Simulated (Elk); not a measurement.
# Electronic structure of magnetic Cr3CdC

How do the spin channels of Cr3CdC fill?

Method: LDA (Perdew-Wang); all-electron APW+lo, Dirac cores, scalar-relativistic bands, in Elk 11.2.3 (patched build).

### Step 1. Starting point

Symmetry: Pm-3m, No. 221, cubic system. Conventional cell: a = 3.958 Å, b = 3.958 Å, c = 3.958 Å, α = 90.00°, β = 90.00°, γ = 90.00°. Nearest to Cd lie 12 Cr at 2.80 Å. Nearest to Cr lie 2 C at 1.98 Å and 4 Cd at 2.80 Å and 8 Cr at 2.80 Å. Nearest to C lie 6 Cr at 1.98 Å. invented: MgCo3C (Pm-3m) with Cr for Co, Cd for Mg. Farther neighbours are not listed.

The cell is a made-up one and need not be a known phase.

### Step 2. Ground-state run

Bands and densities of states are read from a converged potential, so the magnetic state comes first.

This is the lowest of the starts that converged (ferri ++-).

Moments are seeded by fields in the spheres (the last three columns under atoms), set against the wanted direction and reduced each loop.

elk.in

```
tasks
  0

xctype
  3

rgkmax
  7.0

nempty
  12

swidth
  0.003

reducebf
  0.5

epsengy
  1e-05

maxscl
  100

lmaxi
  2

spinpol
  .true.

sppath
  './'

avec
  7.47891428137 0.00000000000 0.00000000000
  0.00000000000 7.47891428137 0.00000000000
  0.00000000000 0.00000000000 7.47891428137

atoms
  3
  'Cd.in'
  1
  0.0000000000 0.0000000000 0.0000000000   0.000000 0.000000 0.000000
  'Cr.in'
  3
  0.0000000000 0.5000000000 0.5000000000   0.000000 0.000000 -0.187500
  0.5000000000 0.0000000000 0.5000000000   0.000000 0.000000 -0.187500
  0.5000000000 0.5000000000 0.0000000000   0.000000 0.000000 0.187500
  'C.in'
  1
  0.5000000000 0.5000000000 0.5000000000   0.000000 0.000000 0.000000

ngridk
  6 6 6
```

On the command line:

```sh
OMP_NUM_THREADS=4 elk
```

Numbers of over 12 decimals in the logs are rounded to 6 here.

What it wrote:

```text
Warning(linengy): could not find 1 linearisation energies in s.c. loop 7
Warning(linengy): could not find 1 linearisation energies in s.c. loop 8
Warning(linengy): could not find 1 linearisation energies in s.c. loop 9
Warning(linengy): could not find 1 linearisation energies in s.c. loop 10
Warning(linengy): could not find 1 linearisation energies in s.c. loop 11
Warning(linengy): could not find 1 linearisation energies in s.c. loop 12
Warning(linengy): could not find 1 linearisation energies in s.c. loop 13
Warning(linengy): could not find 1 linearisation energies in s.c. loop 14
Warning(linengy): could not find 1 linearisation energies in s.c. loop 15
Warning(linengy): could not find 1 linearisation energies in s.c. loop 16
Warning(linengy): could not find 1 linearisation energies in s.c. loop 17
Warning(linengy): could not find 1 linearisation energies in s.c. loop 18
Warning(linengy): could not find 1 linearisation energies in s.c. loop 19
Warning(linengy): could not find 1 linearisation energies in s.c. loop 20
Warning(linengy): could not find 1 linearisation energies in s.c. loop 21
Warning(linengy): could not find 1 linearisation energies in s.c. loop 22
Warning(linengy): could not find 1 linearisation energies in s.c. loop 23
Warning(linengy): could not find 1 linearisation energies in s.c. loop 24
Warning(linengy): could not find 1 linearisation energies in s.c. loop 25
Warning(linengy): could not find 1 linearisation energies in s.c. loop 26
Warning(linengy): could not find 1 linearisation energies in s.c. loop 27
Warning(linengy): could not find 1 linearisation energies in s.c. loop 28
Warning(linengy): could not find 1 linearisation energies in s.c. loop 29
Warning(linengy): could not find 1 linearisation energies in s.c. loop 30
Warning(linengy): could not find 1 linearisation energies in s.c. loop 31
Warning(gndstate): core states of species 1 leak from the muffin-tin :   0.2467428036E-03

--- INFO.OUT ---
┌─────────────────────────┐
│ Elk code version 11.2.3 │
└─────────────────────────┘

All units are atomic (Hartree, Bohr, etc.)

┌─────────────────────────────────────────────────┐
│ Ground-state run starting from atomic densities │
└─────────────────────────────────────────────────┘

Lattice vectors :
   7.478914281       0.000000000       0.000000000
   0.000000000       7.478914281       0.000000000
   0.000000000       0.000000000       7.478914281

Species : 1 (Cd)
 parameters loaded from : Cd.in
 name : cadmium
 nuclear charge    :   -48.00000000
 electronic charge :    48.00000000
 atomic mass :    204912.7176
 muffin-tin radius :    2.600000000
 number of radial points in muffin-tin :    597
 inner part over the whole radius :   0.9839615420E-02
 number on inner part of muffin-tin    :    425
 approximate nuclear radius :   0.8708852602E-04
 number of mesh points to nuclear radius :    213
 atomic positions (lattice), magnetic fields (Cartesian) :
  1 :   0.00000000  0.00000000  0.00000000    0.00000000  0.00000000  0.00000000

Species : 2 (Cr)
 parameters loaded from : Cr.in
 name : chromium
 nuclear charge    :   -24.00000000
 electronic charge :    24.00000000
 atomic mass :    94783.09202
 muffin-tin radius :    2.108261223
 number of radial points in muffin-tin :    497
 inner part over the whole radius :   0.9929498474E-02
 number on inner part of muffin-tin    :    349
 approximate nuclear radius :   0.6987106690E-04
 number of mesh points to nuclear radius :    166
 atomic positions (lattice), magnetic fields (Cartesian) :
  1 :   0.00000000  0.50000000  0.50000000    0.00000000  0.00000000 -0.18750000
  2 :   0.50000000  0.00000000  0.50000000    0.00000000  0.00000000 -0.18750000
  3 :   0.50000000  0.50000000  0.00000000    0.00000000  0.00000000  0.18750000

Species : 3 (C)
 parameters loaded from : C.in
 name : carbon
 nuclear charge    :   -6.000000000
 electronic charge :    6.000000000
 atomic mass :    21894.16674
 muffin-tin radius :    1.581195917
 number of radial points in muffin-tin :    297
 inner part over the whole radius :   0.9598488730E-02
 number on inner part of muffin-tin    :    202
 approximate nuclear radius :   0.4747601631E-04
 number of mesh points to nuclear radius :     84
 atomic positions (lattice), magnetic fields (Cartesian) :
  1 :   0.50000000  0.50000000  0.50000000    0.00000000  0.00000000  0.00000000

Total number of atoms per unit cell :    5
Total muffin-tin volume :    207.9376395
 ratio of muffin-tin to unit cell volume :   0.4970698741

Spin treatment :
 spin-polarised
 global magnetic field (Cartesian) :    0.000000000       0.000000000       0.000000000
 collinear magnetisation in z-direction

Number of Bravais lattice symmetries :   48
Number of crystal symmetries         :   16
Crystal has inversion symmetry
Real symmetric eigensolver will be used

k-point grid :      6     6     6
k-point offset :    0.000000000       0.000000000       0.000000000
k-point set is reduced with full crystal symmetry group
Total number of k-points :       40

Muffin-tin radius times maximum |G+k| :    7.000000000
 using average radius
Maximum |G+k| for APW functions       :    3.331436132
Maximum (1/2)|G+k|²                   :    5.549233351
Maximum |G| for potential and density :    12.00000000
Constant for pseudocharge density :    8
 order of it for each species :   15  15  15
 order of it for pair densities of each species (exact exchange by exxq0 0: 15) :   15  10   4
Radial integration step length :    1

G-vector grid sizes :     30    30    30
Number of G-vectors :    12197

Maximum angular momentum used for
 APW functions            :    8
 outer part of muffin-tin :    6
 inner part of muffin-tin :    2

Number of empty states         :     60
Total number of valence states :    186
Total number of core states    :     62

Third-order local-orbitals added for an l without core states : T
Total number of local-orbitals :     94

Exchange-correlation functional :      3     0     0
 Perdew-Wang/Ceperley-Alder, Phys. Rev. B 45, 13244 (1992)
 gradient requirement :    0
 local density approximation (LDA)

Smearing type :    3
 Fermi-Dirac
Smearing width :   0.3000000000E-02
Effective electronic temperature (K) :    947.3250744

Mixing type :    3
 Broyden mixing, J. Phys. A: Math. Gen. 17, L317 (1984)

Kohn-Sham potential initialised from atomic data

┌──────────────────────────────┐
│ Self-consistent loop started │
└──────────────────────────────┘

┌─────────────────┐
│ Loop number : 1 │
└─────────────────┘

Energies :
 Fermi                       :     0.291899
 sum of occupied eigenvalues :     -5199.9659448448
 electron kinetic            :      9056.3403431569
 core electron kinetic       :      8583.3214091327
 Coulomb                     :     -17538.720547953
 Coulomb potential           :     -13897.312157838
 nuclear-nuclear             :     -1211.8410203110
 electron-nuclear            :     -18792.669255026
 Hartree                     :      2465.7897273840
 Madelung                    :     -10590.064469034
 xc potential                :     -358.81642703578
 xc effective B-field        :    -0.110223
 external B-field            :      0.000000
 exchange                    :     -282.38336739541
 correlation                 :     -10.970954240471
 electron entropic           :    -0.37524872977243E-02
 total energy                :     -8775.7382789197
 (external B-field energy excluded from total)

Density of states at Fermi energy :    126.0756548
 (states/Hartree/unit cell)

Estimated indirect band gap :   0.1288018515E-03
 from k-point 7 to k-point 24
Estimated direct band gap   :   0.2481210759E-02
 at k-point 22

Charges :
 core                        :    62.00000000
 valence                     :    64.00000000
 interstitial                :    8.718594156
 muffin-tins (core leakage)
  species : 1 (Cd)
   atom 1                    :    47.00839509     (  0.2711190140E-03)
  species : 2 (Cr)
   atom 1                    :    21.40214580     ( -0.3458576103E-05)
   atom 2                    :    21.40214580     ( -0.3458576103E-05)
   atom 3                    :    21.47747578     ( -0.3458576103E-05)
  species : 3 (C)
   atom 1                    :    5.991243363     (  0.2276120277E-04)
 total in muffin-tins        :    117.2814058
 total calculated charge     :    125.9990528
 total charge                :    126.0000000
 error                       :   0.9471769366E-03

Moments :
 interstitial                :   0.1588473355
 muffin-tins
  species : 1 (Cd)
   atom 1                    :   0.2282084987E-03
  species : 2 (Cr)
   atom 1                    :    1.354214580
   atom 2                    :    1.354214580
   atom 3                    :   -1.402694144
  species : 3 (C)
   atom 1                    :  -0.1103474929E-01
 total in muffin-tins        :    1.294928476
 total moment                :    1.453775811

[... earlier loops left out ...]

┌──────────────────┐
│ Loop number : 31 │
└──────────────────┘

Energies :
 Fermi                       :     0.346709
 sum of occupied eigenvalues :     -5196.9455194880
 electron kinetic            :      9078.5970871007
 core electron kinetic       :      8583.6443741379
 Coulomb                     :     -17558.962904031
 Coulomb potential           :     -13884.753926412
 nuclear-nuclear             :     -1211.8410203110
 electron-nuclear            :     -18846.356468580
 Hartree                     :      2499.2345848603
 Madelung                    :     -10616.585940824
 xc potential                :     -390.68896663051
 xc effective B-field        :    -0.99713425652103E-01
 external B-field            :      0.000000
 exchange                    :     -284.00874492291
 correlation                 :     -11.020058031380
 electron entropic           :    -0.50020795720691E-02
 total energy                :     -8775.3996219636
 (external B-field energy excluded from total)

Density of states at Fermi energy :    169.3015413
 (states/Hartree/unit cell)

Estimated indirect band gap :   0.5325357773E-03
 from k-point 20 to k-point 5
Estimated direct band gap   :   0.1372338345E-02
 at k-point 5

Charges :
 core                        :    62.00000000
 valence                     :    64.00000000
 interstitial                :    7.869138648
 muffin-tins (core leakage)
  species : 1 (Cd)
   atom 1                    :    46.99212687     (  0.2467428036E-03)
  species : 2 (Cr)
   atom 1                    :    22.13092686     ( -0.3458626891E-05)
   atom 2                    :    22.13092686     ( -0.3458626891E-05)
   atom 3                    :    22.12567134     ( -0.3458627019E-05)
  species : 3 (C)
   atom 1                    :    4.751209423     (  0.2328305495E-04)
 total in muffin-tins        :    118.1308614
 total calculated charge     :    125.9991582
 total charge                :    126.0000000
 error                       :   0.8418477352E-03

Moments :
 interstitial                :   0.1154863246
 muffin-tins
  species : 1 (Cd)
   atom 1                    :   0.1646933186E-02
  species : 2 (Cr)
   atom 1                    :    1.263402242
   atom 2                    :    1.263402242
   atom 3                    :   -1.388421450
  species : 3 (C)
   atom 1                    :  -0.1239125548E-01
 total in muffin-tins        :    1.127638713
 total moment                :    1.243125037

┌──────────────────────────────┐
│ Self-consistent loop stopped │
└──────────────────────────────┘

Warning : core states of species 1 leak from the muffin-tin :   0.2467428036E-03

Wrote STATE.OUT
```

Elapsed: 3 min, on 4 threads of Arm Neoverse V1, shared host; peak memory 0.29 GiB; 12 min of CPU time.

Spin moment in the muffin-tin sphere by atom:

| atom | spin moment in the muffin-tin sphere (μB) |
| --- | --- |
| Cd1 | 0.00 |
| Cr2 | 1.26 |
| Cr3 | 1.26 |
| Cr4 | -1.39 |
| C5 | -0.01 |

Read from the output:

| Item | Value |
| --- | --- |
| density of states at the Fermi level | 6.222 states/eV/cell |
| moment between the spheres | 0.1155 μB |
| magnetization | 1.243 μB |
| final state | ferrimagnetic |

### Step 3. Levels along a path and on the mesh

The potential is kept. Point names follow a standard table for this cell's lattice and can differ from other conventions. The density of states is interpolated from the levels on the mesh (so its value at the Fermi level can differ from the smeared one of the ground-state run), and the bands are solved anew along a path of special points.

elk.in

```
tasks
  10
  20
  15

xctype
  3

rgkmax
  7.0

nempty
  12

swidth
  0.003

reducebf
  0.5

epsengy
  1e-05

maxscl
  100

lmaxi
  2

spinpol
  .true.

sppath
  './'

avec
  7.47891428137 0.00000000000 0.00000000000
  0.00000000000 7.47891428137 0.00000000000
  0.00000000000 0.00000000000 7.47891428137

atoms
  3
  'Cd.in'
  1
  0.0000000000 0.0000000000 0.0000000000   0.000000 0.000000 0.000000
  'Cr.in'
  3
  0.0000000000 0.5000000000 0.5000000000   0.000000 0.000000 -0.000187
  0.5000000000 0.0000000000 0.5000000000   0.000000 0.000000 -0.000187
  0.5000000000 0.5000000000 0.0000000000   0.000000 0.000000 0.000187
  'C.in'
  1
  0.5000000000 0.5000000000 0.5000000000   0.000000 0.000000 0.000000

ngridk
  6 6 6

wplot
  300 60 1
  -0.35000 0.25000

plot1d
  7 84
  0.00000000 0.00000000 0.00000000
  0.00000000 0.50000000 0.00000000
  0.50000000 0.50000000 0.00000000
  0.00000000 0.00000000 0.00000000
  0.00000000 0.00000000 0.50000000
  0.00000000 0.50000000 0.50000000
  0.50000000 0.50000000 0.50000000
```

On the command line:

```sh
OMP_NUM_THREADS=4 elk
```

What it wrote:

```text
┌─────────────────────────────────┐
│ Elk code version 11.2.3 started │
└─────────────────────────────────┘

┌───────────────────┐
│ Current task : 10 │
└───────────────────┘
Info(checkmt): changed muffin-tin radius of species 2 (Cr) from   2.4000 to   2.1083
Info(checkmt): changed muffin-tin radius of species 3 (C) from   1.8000 to   1.5812

Info(writedos):
 Total density of states written to TDOS.OUT

 Partial density of states written to PDOS_Sss_Aaaaa.OUT
 for all species and atoms

 Spin-quantisation axis :    0.000000000       0.000000000       1.000000000

 Eigenvalues of a random matrix symmetrised with the site
 symmetries in the Yₗₘ basis written to ELMIREP.OUT for all
 species and atoms. Degenerate eigenvalues correspond to
 irreducible representations of each site symmetry group

 Interstitial density of states written to IDOS.OUT

 Fermi energy is at zero in plots

 DOS units are states/Hartree/unit cell

┌───────────────────┐
│ Current task : 20 │
└───────────────────┘

Info(bandstr):
 Band structure plot written to BAND.OUT

 Fermi energy is at zero in plot

 Vertex location lines written to BANDLINES.OUT

┌───────────────────┐
│ Current task : 15 │
└───────────────────┘

Warning(linengy): could not find 1 linearisation energies in s.c. loop 1

Info(writelsj):
 muffin-tin L, S and J expectation values written to LSJ.OUT

┌──────────────────┐
│ Elk code stopped │
└──────────────────┘
```

Run time: 26 s. Hardware: 4 threads; peak memory 0.35 GiB; 96 s of CPU time.

Electronic bands along the path, in eV, zero at the Fermi level; # counts the bands kept:

| point | up #15 | up #16 | up #17 | up #18 | down #15 | down #16 | down #17 | down #18 |
| --- | --- | --- | --- | --- | --- | --- | --- | --- |
| Γ | -0.04 | -0.04 | 0.13 | 0.75 | -0.06 | 0.47 | 1.07 | 1.07 |
| 0.46 of the way | -0.15 | -0.07 | 0.03 | 0.67 | 0.04 | 0.18 | 0.71 | 0.72 |
| X | -0.60 | -0.30 | 0.33 | 0.44 | -0.05 | 0.25 | 0.40 | 0.57 |
| 0.46 of the way | -0.89 | -0.29 | 0.24 | 0.64 | -0.27 | -0.21 | 0.21 | 0.63 |
| M | -0.19 | -0.19 | 0.05 | 0.05 | -0.56 | -0.11 | -0.11 | 0.23 |
| halfway | -0.55 | -0.19 | 0.00 | 0.27 | 0.04 | 0.05 | 0.27 | 0.59 |
| Γ | -0.04 | -0.04 | 0.13 | 0.75 | -0.06 | 0.47 | 1.07 | 1.07 |
| 0.46 of the way | -0.18 | -0.18 | -0.02 | 0.12 | -0.21 | 0.51 | 0.86 | 0.86 |
| Z | -0.27 | -0.27 | -0.09 | -0.04 | -0.42 | 0.23 | 0.88 | 0.88 |
| 0.54 of the way | -0.69 | -0.51 | -0.22 | 0.31 | -0.29 | -0.24 | 0.77 | 0.82 |
| R | -0.94 | -0.45 | -0.43 | 0.26 | -0.22 | -0.17 | 0.48 | 0.74 |
| 0.46 of the way | -0.78 | -0.60 | -0.25 | -0.22 | -0.14 | 0.03 | 0.15 | 0.51 |
| A | -0.68 | -0.57 | -0.57 | -0.23 | -0.54 | -0.47 | 0.06 | 0.06 |

The density of states has structure finer than the step of the table below, so its rows give means over 0.5 eV, whole bins alone (the curve runs from -9.52 to 6.75 eV). Peaks (eV: height): up -8.60: 20.8, -2.01: 4.96, -0.27: 4.76; down -8.60: 21.1, -1.74: 4.76, 0.76: 4.51; Cd1 d up -8.60: 19.0; Cd1 d down -8.60: 19.4; Cr2 d up -2.01: 1.11, -1.14: 1.11, -0.27: 1.51, 0.11: 1.12.

Density of states against energy, zero at the Fermi level; means over each step; 7 of 8 lines; values in states/eV/cell:

| energy (eV) | up | down | Cd1 d up | Cd1 d down | Cr2 d up | Cr2 d down | C5 p up |
| --- | --- | --- | --- | --- | --- | --- | --- |
| -9.0 | 0.556 | 0.420 | 0.493 | 0.373 | 0.00283 | 0.00171 | 0.00243 |
| -8.5 | 9.40 | 9.53 | 8.66 | 8.79 | 0.0339 | 0.0270 | 0.0119 |
| -8.0 | 0.0398 | 0.0449 | 0.0381 | 0.0430 | 3.5e-5 | 3.2e-5 | 3.2e-6 |
| -7.5 | 0 | 0 | 0 | 0 | 0 | 0 | 0 |
| -7.0 | 0.0237 | 0.00523 | 5.3e-5 | 0 | 0.00135 | 2.4e-4 | 7.5e-5 |
| -6.5 | 0.707 | 0.528 | 0.0198 | 0.0134 | 0.0220 | 0.0134 | 0.0440 |
| -6.0 | 1.31 | 1.39 | 0.0385 | 0.0379 | 0.0691 | 0.0472 | 0.194 |
| -5.5 | 0.785 | 0.716 | 0.0242 | 0.0225 | 0.0722 | 0.0494 | 0.182 |
| -5.0 | 0.734 | 0.732 | 0.0141 | 0.0162 | 0.0699 | 0.0503 | 0.147 |
| -4.5 | 1.82 | 1.55 | 0.0203 | 0.0171 | 0.200 | 0.113 | 0.284 |
| -4.0 | 1.49 | 1.63 | 0.0227 | 0.0223 | 0.177 | 0.133 | 0.318 |
| -3.5 | 0.896 | 1.05 | 0.0163 | 0.0178 | 0.102 | 0.0859 | 0.213 |
| -3.0 | 0.813 | 0.656 | 0.0117 | 0.0101 | 0.123 | 0.0506 | 0.0964 |
| -2.5 | 1.50 | 1.29 | 0.0173 | 0.0136 | 0.290 | 0.118 | 0.0454 |
| -2.0 | 3.97 | 2.96 | 0.0544 | 0.0394 | 0.891 | 0.363 | 0.0708 |
| -1.5 | 2.02 | 2.53 | 0.0459 | 0.0393 | 0.560 | 0.342 | 0.0190 |
| -1.0 | 2.14 | 2.10 | 0.0330 | 0.0430 | 0.693 | 0.342 | 0.0110 |
| -0.5 | 3.33 | 2.19 | 0.0510 | 0.0315 | 1.12 | 0.401 | 0.0420 |
| 0.0 | 3.25 | 2.88 | 0.0541 | 0.0558 | 0.993 | 0.728 | 0.0509 |
| 0.5 | 2.82 | 3.62 | 0.0424 | 0.0503 | 0.641 | 0.985 | 0.0152 |
| 1.0 | 3.29 | 2.86 | 0.0361 | 0.0428 | 0.682 | 1.00 | 0.0174 |
| 1.5 | 1.28 | 2.89 | 0.00341 | 0.0235 | 0.381 | 1.06 | 0.0297 |
| 2.0 | 1.77 | 1.24 | 0.00333 | 0.00208 | 0.357 | 0.342 | 0.0717 |
| 2.5 | 1.76 | 1.94 | 0.00789 | 0.00324 | 0.260 | 0.672 | 0.120 |
| 3.0 | 0.458 | 1.28 | 0.00218 | 0.00619 | 0.0684 | 0.380 | 0.0575 |
| 3.5 | 0.841 | 0.453 | 0.00910 | 0.00354 | 0.121 | 0.105 | 0.101 |
| 4.0 | 1.02 | 1.33 | 0.0117 | 0.0159 | 0.131 | 0.247 | 0.101 |
| 4.5 | 0.674 | 0.486 | 0.0133 | 0.00789 | 0.0894 | 0.0899 | 0.0572 |
| 5.0 | 1.17 | 1.13 | 0.0142 | 0.0171 | 0.138 | 0.153 | 0.132 |
| 5.5 | 1.30 | 1.24 | 0.0142 | 0.0145 | 0.172 | 0.176 | 0.142 |
| 6.0 | 1.22 | 1.35 | 0.0160 | 0.0162 | 0.146 | 0.223 | 0.119 |

### Step 4. What came out

```
state          : ferrimagnetic
largest moment : 1.39 μB
```

Right at the Fermi level (the table gives means over its steps) the density of states is 2.6 states/eV a cell for spin up and 3.2 for spin down. The state is the lowest of the starts that converged. These are Kohn–Sham levels without spin–orbit coupling. A linearisation energy was not found in some loops, which can move the energies.

[Logs and program files are shortened in this print: banners, set-up blocks, solver, clock and traceback lines can be left out without a mark of their own.]

[Logs are printed without paths, hosts, clocks, repeated set-up lines and the standing remarks that a program may print on its own settings, such as how far it seeks lower states.]

[Hosts, paths, dates, database ids (printed as entryN), source tags and the programs' standing remarks are cut or masked in the printed files.]

[Where a cell is said to come from a database of computed structures, the database is the Materials Project.]
